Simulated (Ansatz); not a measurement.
# Tetragonal SnO monolayer in a perpendicular field

Wanted: the out-of-plane response of the tetragonal SnO monolayer. A positive field points along +c.

Method: plane-wave DFT, RPBE-D3(BJ), Ansatz PAW, in the first sound run; inputs show where later runs differ, in Ansatz 0.2.0.

Report form: the programs' logs are mostly left out.

## 1. Set-up

The cell holds 4 atoms: 2 Sn and 2 O. Cell: a = 3.850 Å, b = 3.850 Å, c = 19.414 Å, α = 90.0°, β = 90.0°, γ = 90.0°. Vacuum lies along c.

## 2. Relaxing the slab

The starting cell is a guess, so the in-plane lattice and the atoms are relaxed first, with the slab cut off from its images along the normal. The program lengthens the vector along the normal by itself, so c and the volume that it reports differ from the typed ones.

Input file input.yaml:

```yaml
crystal:
  lattice:
    - [3.85, 0.0, 0.0]
    - [0.0, 3.85, 0.0]
    - [0.0, 0.0, 19.4142135624]
  atoms:
    - { symbol: Sn, position: [0.5, 0.0, 0.4635778818] }
    - { symbol: O, position: [0.0, 0.0, 0.5] }
    - { symbol: O, position: [0.5, 0.5, 0.5] }
    - { symbol: Sn, position: [0.0, 0.5, 0.5364221182] }
  periodic: [true, true, false]
kpoints:
  mp_grid: { grid: [8, 8, 1] }
hamiltonian:
  xc: rpbe
  dispersion: d3bj
scf:
  occupations: { method: fermi_dirac, width: 0.05 }
  convergence: { dr2_threshold: 1.0e-09 }
relax:
  f_tol: 0.004
  max_steps: 90
  cell: {}
output:
  write_potential: true
  write_density: true
  volumetric_format: npy
```

Started as:

```sh
$ ansatz run input.yaml --threads 2 --pin off --max-ram 3072MiB --backend cpu --events-out ev --progress --plain --runs-dir out
```

Run time: 1.9 min. Hardware: 2 threads of Arm Neoverse N1, shared host; peak memory 0.6 GiB.

Step by step:

```
step  energy less that of the first step (eV)  largest force component (eV/Å)  volume (Å³)
   1                                   0.0000                          7.0458       394.70
   2                                  -2.3035                          3.7773       400.85
   3                                  -3.1563                          0.6467       394.56
   4                                  -3.2440                          0.4247       377.70
   5                                  -3.2644                          0.1426       371.08
   6                                  -3.2669                          0.0017       369.20
  7*                                  -3.2580                          0.0042       369.20
   8                                  -3.2586                          0.0009       368.28
  9*                                  -3.2584                          0.0009       368.28
```

Relaxation steps marked * repeat the geometry before them on a plane-wave basis chosen anew for their cell, so energy and pressure can jump there.

Forces are held to the 16 operations that the run works with; a distortion that breaks them can't arise in this run.

| cell as run | before | after | change |
| --- | --- | --- | --- |
| a (Å) | 3.850 | 3.719 | -3.4 % |
| b (Å) | 3.850 | 3.719 | -3.4 % |

The atoms that moved most (Å, along periodic axes as changes of fractional coordinates times the final cell, across vacuum about the mean position):

```
atom     dx     dy      dz  length
 Sn4  0.000  0.000   0.470   0.470
 Sn1  0.000  0.000  -0.470   0.470
```

The relaxed structure:

```xyz
4
Lattice="3.7189 0.0000 0.0000 0.0000 3.7189 0.0000 0.0000 0.0000 26.6284" Properties=species:S:1:pos:R:3
Sn    1.8595    0.0000    8.5297
O     0.0000    0.0000    9.7071
O     1.8595    1.8595    9.7071
Sn    0.0000    1.8595   10.8845
```

This step gave:

```
gap on the k-mesh : 3.197 eV
```

The lattice constant a goes from 3.850 to 3.719 Å.

## 3. Single point, field 0

A sawtooth potential applies the field, turning back in the middle of the vacuum. With the dipole correction the typed value is the field outside the slab. The induced dipole is small, so the SCF threshold is tight.

The cell differs from the one that the last finished run ended in (c 26.628 → 20.355 Å).

Input file input.yaml:

```yaml
crystal:
  lattice:
    - [3.7189106451, 0.0, 0.0]
    - [0.0, 3.7189106451, 0.0]
    - [0.0, 0.0, 20.3547145438]
  atoms:
    - { symbol: Sn, position: [0.5, 0.0, 0.4421580062] }
    - { symbol: O, position: [0.0, 0.0, 0.5] }
    - { symbol: O, position: [0.5, 0.5, 0.5] }
    - { symbol: Sn, position: [0.0, 0.5, 0.5578419938] }
kpoints:
  mp_grid: { grid: [12, 12, 1] }
  band_path:
    path: [[0, 0, 0], [0.5, 0, 0], [0.5, 0.5, 0], [0, 0, 0]]
    npoints: 16
hamiltonian:
  xc: rpbe
  dispersion: d3bj
scf:
  occupations: { method: fermi_dirac, width: 0.05 }
  convergence: { dr2_threshold: 1.0e-10 }
efield:
  axis: 3
  dipole_correction: true
  ramp_position: 0.97
  ramp_width: 0.06
  amplitude: 0
output:
  dos: { projected: true, e_range: [-6, 5] }
  bader: true
  write_potential: true
  write_density: true
  volumetric_format: npy
  elf: true
```

The job ended after 62 s (2 threads; peak memory 0.53 GiB; 1.9 min of CPU time).

Numbers from this step:

| Property | Result |
| --- | --- |
| gap on the k-mesh | 3.201 eV |
| dipole along the normal | 4.59e-7 e·Å |
| gap along the path | 3.188 eV |
| smallest direct gap along the path | 3.404 eV |
| ionisation energy, upper face | 5.459 eV |
| electron affinity, upper face | 2.271 eV |
| gap, the smaller of path and mesh | 3.188 eV |

Running mean over a fixed 2.7 Å (it still follows the layers) of the planar mean; the ramp of the sawtooth is left out. Electron's electrostatic potential energy less the Fermi level against z:

| z (Å) | electron's electrostatic potential energy less the Fermi level (eV) |
| --- | --- |
| 3.0 | 3.84 |
| 3.5 | 3.84 |
| 4.0 | 3.84 |
| 4.5 | 3.84 |
| 5.0 | 3.83 |
| 5.5 | 3.81 |
| 6.0 | 3.74 |
| 6.5 | 3.49 |
| 7.0 | 2.67 |
| 7.5 | 1.46 |
| 8.0 | 0.383 |
| 8.5 | -1.31 |
| 9.0 | -3.56 |
| 9.5 | -5.08 |
| 10.0 | -5.09 |
| 10.5 | -5.15 |
| 11.0 | -4.81 |
| 11.5 | -2.92 |
| 12.0 | -0.712 |
| 12.5 | 0.725 |
| 13.0 | 1.78 |
| 13.5 | 2.99 |
| 14.0 | 3.60 |
| 14.5 | 3.77 |
| 15.0 | 3.82 |
| 15.5 | 3.83 |
| 16.0 | 3.84 |
| 16.5 | 3.84 |
| 17.0 | 3.84 |
| 17.5 | 3.84 |

The density of states has structure finer than the step of the table below, so its rows give means over 0.25 eV, whole bins alone (the curve runs from -6 to 3.37 eV). Peaks (eV: height): -5.780: 3.97, -3.600: 3.39, -3.330: 3.36, -1.640: 12.3, 1.720: 10.1.

The density of states by energy, zero at the Fermi level of the run, which the smearing sets inside the gap; means over each step:

| energy (eV) | density of states (states/eV a cell) |
| --- | --- |
| -5.75 | 3.34 |
| -5.50 | 2.73 |
| -5.25 | 1.57 |
| -5.00 | 1.52 |
| -4.75 | 1.92 |
| -4.50 | 1.71 |
| -4.25 | 1.71 |
| -4.00 | 1.64 |
| -3.75 | 1.75 |
| -3.50 | 2.51 |
| -3.25 | 3.07 |
| -3.00 | 2.73 |
| -2.75 | 2.03 |
| -2.50 | 1.43 |
| -2.25 | 1.95 |
| -2.00 | 2.22 |
| -1.75 | 5.08 |
| -1.50 | 0.214 |
| -1.25 | 0 |
| -1.00 | 0 |
| -0.75 | 0 |
| -0.50 | 0 |
| -0.25 | 0 |
| 0.00 | 0 |
| 0.25 | 0 |
| 0.50 | 0 |
| 0.75 | 0 |
| 1.00 | 0 |
| 1.25 | 0 |
| 1.50 | 0.379 |
| 1.75 | 5.08 |
| 2.00 | 2.94 |
| 2.25 | 2.31 |
| 2.50 | 2.78 |
| 2.75 | 1.60 |
| 3.00 | 1.24 |

Projected DOS per atom over height of the atomic layer and energy from the Fermi level. Layers: Sn O2 Sn from below.

Ten even steps from '0' (0.00 states/eV) to '9' (1.55 states/eV), each cell a mean:
```
202
414
515
929
101
000
000
000
000
000
000
434
525
313
242
171
151
040
040
040
141
272
```
Columns: height of the atomic layer (Å) from 9 to 11.4; rows upwards: energy from the Fermi level (eV) from -5.96 to 3.31.

The electronic bands at the labelled points (eV, zero at the Fermi level of the run, which the smearing sets inside the gap):

| point | band 17 | band 18 | band 19 | band 20 | band 21 | band 22 | band 23 | band 24 |
| --- | --- | --- | --- | --- | --- | --- | --- | --- |
| Γ | -3.89 | -3.38 | -3.38 | -1.73 | 1.81 | 1.98 | 3.66 | 3.69 |
| halfway | -4.42 | -3.93 | -3.22 | -1.65 | 2.58 | 2.75 | 2.99 | 3.95 |
| X | -5.13 | -5.13 | -2.14 | -2.14 | 1.67 | 1.67 | 4.62 | 4.62 |
| halfway | -3.61 | -3.61 | -2.12 | -2.12 | 1.76 | 1.76 | 4.25 | 4.25 |
| M | -2.71 | -2.71 | -2.15 | -2.15 | 1.65 | 1.65 | 3.79 | 3.79 |
| halfway | -4.91 | -3.22 | -3.00 | -1.63 | 2.09 | 3.36 | 3.49 | 3.76 |
| Γ | -3.89 | -3.38 | -3.38 | -1.73 | 1.81 | 1.98 | 3.66 | 3.69 |

ELF in the ca plane at fractional y = 0.000, with atoms of Sn and O within 0.2 Å of it. It is the smooth field of the valence electrons, not physical close to the nuclei.

Ten even steps from '0' (0.00) to '9' (0.95), each cell a mean:
```
00000000000000001121148768620000000000000000
00000000000000246764225887410000000000000000
00000000000013689864322343100000000000000000
00000000000036999852101110000000000000000000
00000000000148999741001200000000000000000000
00000000000147999752001200000000000000000000
00000000000025899853212221000000000000000000
00000000000001468864323675300000000000000000
00000000000000013442237888510000000000000000
00000000000000000000158648620000000000000000
```
Columns run along c (16.0 Å, from fractional 0.08 to 0.86 of the cell), rows up along a (3.7 Å). Atoms in or near the plane, at fractional coordinates: Sn at (0.44, 0.50), O at (0.50, 0.00).

Electrostatic potential energy in the ca plane at fractional y = 0.000, with atoms of Sn and O within 0.2 Å of it. With pseudopotentials it is smooth inside the atoms' cores, unlike the true potential.

Values in eV, 6 rows by 16 columns, each cell a mean:
```
  4   4   4   4   4   3   2  -2 -16  -6   2   3   3   4   4   4
  4   4   4   4   4   3  -2 -14  -8   1   2   3   3   4   4   4
  4   4   4   4   4   3  -7   1 -11   1   2   3   3   4   4   4
  4   4   4   4   4   3  -6  -4 -11   1   2   3   3   4   4   4
  4   4   4   4   4   3   0 -11  -8   0   2   3   3   4   4   4
  4   4   4   4   4   3   2   0 -18  -9   1   3   3   4   4   4
```
Columns run along c (16.0 Å, from fractional 0.08 to 0.86 of the cell; values clipped at the 3rd and 97th percentile), rows up along a (3.7 Å). Atoms in or near the plane, at fractional coordinates: Sn at (0.44, 0.50), O at (0.50, 0.00).

Valence density in the ca plane at fractional y = 0.000, with atoms of Sn and O within 0.2 Å of it. It is the smooth field of the valence electrons, not physical close to the nuclei.

Values in units of 1e0 e/Å³, 6 rows by 16 columns, each cell a mean:
```
0.0 0.0 0.0 0.0 0.0 0.0 0.1 0.2 2.8 1.1 0.1 0.0 0.0 0.0 0.0 0.0
0.0 0.0 0.0 0.0 0.0 0.0 0.2 1.2 0.6 0.2 0.0 0.0 0.0 0.0 0.0 0.0
0.0 0.0 0.0 0.0 0.0 0.0 0.6 8.3 1.5 0.0 0.0 0.0 0.0 0.0 0.0 0.0
0.0 0.0 0.0 0.0 0.0 0.0 0.5 5.7 1.1 0.1 0.0 0.0 0.0 0.0 0.0 0.0
0.0 0.0 0.0 0.0 0.0 0.0 0.1 0.6 0.8 0.3 0.0 0.0 0.0 0.0 0.0 0.0
0.0 0.0 0.0 0.0 0.0 0.0 0.0 0.2 3.9 1.6 0.1 0.0 0.0 0.0 0.0 0.0
```
Columns run along c (16.0 Å, from fractional 0.08 to 0.86 of the cell), rows up along a (3.7 Å). Atoms in or near the plane, at fractional coordinates: Sn at (0.44, 0.50), O at (0.50, 0.00).

The gap is 3.19 eV, with the valence edge 5.46 eV and the conduction edge 2.27 eV under the upper vacuum level.

## 4. Atoms held, field 0.1 V/Å

Edit input.yaml of step 3 so:

```diff
@@ -26,6 +26,4 @@
   ramp_width: 0.06
-  amplitude: 0
+  amplitude: 0.1
 output:
-  dos: { projected: true, e_range: [-6, 5] }
-  bader: true
   write_potential: true
@@ -33,2 +31 @@
   volumetric_format: npy
-  elf: true
```

It took 41 s on 2 threads; peak memory 0.52 GiB.

The dipole is 0.0374 e·Å, and the gap 3.187 eV.

## 5. Single point, field -0.1 V/Å

Edit input.yaml of step 4 so:

```diff
@@ -26,3 +26,3 @@
   ramp_width: 0.06
-  amplitude: 0.1
+  amplitude: -0.1
 output:
```

It took 40 s on 2 threads; peak memory 0.51 GiB; 73 s of CPU time.

The dipole is -0.0374 e·Å, and the gap 3.187 eV.

## 6. Single point, field 0.2 V/Å

Edit input.yaml of step 5 so:

```diff
@@ -26,3 +26,3 @@
   ramp_width: 0.06
-  amplitude: -0.1
+  amplitude: 0.2
 output:
```

It took 42 s on 2 threads; peak memory 0.52 GiB.

The dipole is 0.0748 e·Å, and the gap 3.185 eV.

## 7. Atoms held, field -0.2 V/Å

Edit input.yaml of step 6 so:

```diff
@@ -26,3 +26,3 @@
   ramp_width: 0.06
-  amplitude: 0.2
+  amplitude: -0.2
 output:
```

Wall time 41 s (2 threads); peak memory 0.52 GiB; 74 s of CPU time.

The dipole is -0.0748 e·Å, and the gap 3.185 eV.

## 8. Single point, field 0.35 V/Å

Edit input.yaml of step 7 so:

```diff
@@ -26,4 +26,6 @@
   ramp_width: 0.06
-  amplitude: -0.2
+  amplitude: 0.35
 output:
+  dos: { projected: true, e_range: [-6, 5] }
+  bader: true
   write_potential: true
@@ -31 +33,2 @@
   volumetric_format: npy
+  elf: true
```

Wall time 66 s (2 threads); peak memory 0.52 GiB; 2 min of CPU time.

The dipole is 0.131 e·Å, and the gap 3.154 eV.

## 9. Response, atoms held

This step: plane-wave DFT, RPBE-D3(BJ), Ansatz PAW; response to a field along the normal, atoms held (Ansatz 0.2.0).

The dipoles give the slope, and the difference of two potentials shows where the field is screened.

Numbers from this step:

* equivalent conductor thickness p/(ε₀AE): 4.893 Å
* distance between the outer atoms: 2.355 Å

The dipole of the cell by applied field:

```
applied field (V/Å)  dipole of the cell (e·Å)
             -0.200                   -0.0748
             -0.100                   -0.0374
              0.000                    4.6e-7
              0.100                    0.0374
              0.200                    0.0748
              0.350                     0.131
```

Local field over the applied field, running mean. From the potentials at -0.1 and 0.1 V/Å; running mean over 2.5 Å. Local field over applied field against z:

```csv
z (Å),local field over applied field
4.10,0.998
4.38,0.996
4.81,0.990
5.09,0.983
5.37,0.971
5.80,0.941
6.08,0.906
6.36,0.855
6.78,0.748
7.07,0.663
7.35,0.576
7.77,0.452
8.06,0.372
8.34,0.297
8.76,0.206
9.05,0.169
9.33,0.147
9.75,0.130
10.04,0.125
10.32,0.125
10.60,0.130
11.03,0.147
11.31,0.169
11.59,0.206
12.01,0.297
12.30,0.372
12.58,0.452
13.00,0.576
13.29,0.663
13.57,0.748
13.99,0.855
14.28,0.906
14.56,0.941
14.98,0.971
15.27,0.983
15.55,0.990
15.97,0.996
16.26,0.998
```

The induced electron density oscillates, so the rows of the table below give means over windows of 0.5 Å about each position, cut where the curve ends. Its maxima inside the range that stand out by 2 % of the span (Å: e/Å³ per V/Å): 7.63: 0.00314, 9.47: 7.7e-4, 10.32: 8.1e-4, 11.73: 1.7e-4. Its minima: 8.62: -1.7e-4, 10.04: -8.1e-4, 11.03: -7.7e-4, 12.72: -0.00314.

Electrons, planar mean, per unit field. The induced electron density by z; means over each step:

```csv
z (Å),induced electron density (e/Å³ per V/Å)
4.5,2.7e-5
5.0,7.4e-5
5.5,1.9e-4
6.0,4.5e-4
6.5,9.9e-4
7.0,0.00201
7.5,0.00298
8.0,0.00207
8.5,9.5e-5
9.0,5.5e-4
9.5,6.3e-4
10.0,-3.5e-4
10.5,2.4e-4
11.0,-7.4e-4
11.5,-3.3e-4
12.0,-4.6e-4
12.5,-0.00261
13.0,-0.00280
13.5,-0.00167
14.0,-7.9e-4
14.5,-3.5e-4
15.0,-1.5e-4
15.5,-5.5e-5
16.0,-2.0e-5
```

The smaller of the gaps on the path and on the k-mesh, counted as 0 under 0.03 eV; in a wide-gap layer a fall can come from a state in the tilted vacuum. Gap against applied field:

```
applied field (V/Å)  gap (eV)
             -0.200      3.18
             -0.100      3.19
              0.000      3.19
              0.100      3.19
              0.200      3.18
              0.350      3.15
```

By hand: between -0.1 and 0.1 V/Å the dipole changes by 0.07480 e·Å, a slope of 0.3740 e·Å²/V. A perfect conductor of thickness t has p = ε₀AEt, so t = 180.95 × 0.3740 / 13.830 = 4.89 Å (e/ε₀ = 180.95 V·Å, A in Å²).

The induced dipole is that of a conductor 4.89 Å thick.

## 10. Field on, atoms free, field 0.1 V/Å

This step: plane-wave DFT, RPBE-D3(BJ), Ansatz PAW (Ansatz 0.2.0).

Now the atoms may follow the field. A weak field makes forces of meV/Å to tens of meV/Å, so the force tolerance is set well below the usual one.

input.yaml, the sections that differ from step 8:

```yaml
kpoints:
  mp_grid: { grid: [8, 8, 1] }
efield:
  axis: 3
  dipole_correction: true
  ramp_position: 0.97
  ramp_width: 0.06
  amplitude: 0.1
relax:
  f_tol: 0.001
  max_steps: 60
output:
  write_potential: true
  write_density: true
  volumetric_format: npy
# crystal, hamiltonian, scf: as in step 8
```

The job ended after 32 s (2 threads; peak memory 0.44 GiB).

Hardly anything moved in the relaxation; the energy changed by under 0.2 meV an atom.

This step gave:

* gap on the k-mesh: 3.197 eV
* dipole along the normal: 0.03997 e·Å

The relaxation took 3 steps and lowered the energy by 1.3e-4 eV; the largest force on the free atoms ends at 2.8e-5 eV/Å.

The dipole is 0.0400 e·Å, and the gap on the mesh 3.197 eV.

## 11. Relaxing in the field, field -0.1 V/Å

The opposite sign, again from the field-free geometry; the difference of the two cancels what relaxes without a field.

Edit input.yaml of step 10 so:

```diff
@@ -23,3 +23,3 @@
   ramp_width: 0.06
-  amplitude: 0.1
+  amplitude: -0.1
 relax:
```

Elapsed: 31 s, on 2 threads; peak memory 0.44 GiB.

No atom moved by 0.005 Å in the relaxation.

This step gave:

| Quantity | Value |
| --- | --- |
| dipole along the normal | -0.03997 e·Å |

The relaxation took 3 steps and lowered the energy by 1.3e-4 eV; the largest force on the free atoms ends at 2.7e-5 eV/Å.

The dipole is -0.0400 e·Å, and the gap on the mesh 3.197 eV.

## 12. Response, atoms relaxed

This step: plane-wave DFT, RPBE-D3(BJ), Ansatz PAW; response to a field along the normal, atoms relaxed (Ansatz 0.2.0).

The same analysis on the two relaxed runs holds the ionic part too; their mesh is coarser, so small differences from the held value can come from that.

Numbers from this step:

```yaml
equivalent_conductor_thickness_p_eps_0ae: 5.230 Å
```

The dipole of the cell by applied field:

| applied field (V/Å) | dipole of the cell (e·Å) |
| --- | --- |
| -0.1000 | -0.0400 |
| 0.1000 | 0.0400 |

Local field over the applied field, running mean. From the potentials at -0.1 and 0.1 V/Å; running mean over 2.5 Å. The local field over applied field by z:

```
z (Å)  local field over applied field
  4.5                           0.995
  5.0                           0.986
  5.5                           0.966
  6.0                           0.924
  6.5                           0.848
  7.0                           0.718
  7.5                           0.494
  8.0                           0.371
  8.5                          0.0863
  9.0                           0.112
  9.5                          0.0985
 10.0                          0.0403
 10.5                          0.0335
 11.0                           0.128
 11.5                          0.0789
 12.0                           0.157
 12.5                           0.413
 13.0                           0.548
 13.5                           0.773
 14.0                           0.873
 14.5                           0.939
 15.0                           0.974
 15.5                           0.989
 16.0                           0.996
```

Electrons, planar mean, per unit field. Induced electron density against z:

```csv
z (Å),induced electron density (e/Å³ per V/Å)
4.5,2.5e-5
5.0,6.8e-5
5.5,1.7e-4
6.0,4.1e-4
6.5,8.6e-4
7.0,0.00168
7.5,0.00211
8.0,-9.5e-4
8.5,-0.0163
9.0,0.00197
9.5,0.0278
10.0,0.0173
10.5,-0.0263
11.0,-0.0270
11.5,0.0120
12.0,0.0104
12.5,-6.4e-4
13.0,-0.00215
13.5,-0.00142
14.0,-7.0e-4
14.5,-3.2e-4
15.0,-1.3e-4
15.5,-5.1e-5
16.0,-1.8e-5
```

The induced dipole is that of a conductor 5.23 Å thick.

[end of part 1 of 2]

[Logs are printed without paths, hosts, clocks, repeated set-up lines and the standing remarks that a program may print on its own settings, such as how far it seeks lower states.]

[Hosts, paths, dates, database ids (printed as entryN), source tags and the programs' standing remarks are cut or masked in the printed files.]

[Maps of the electrostatic potential energy from Ansatz leave out the sawtooth potential of an applied field or a dipole correction, so their vacuum need not be flat; planar profiles and work functions include it.]

[The density of states shown here was stored with 400 of the rows of the run's finer table, so its peaks can read low, often by over a quarter, or be missed, and its means over a window can be off by a tenth or more.]
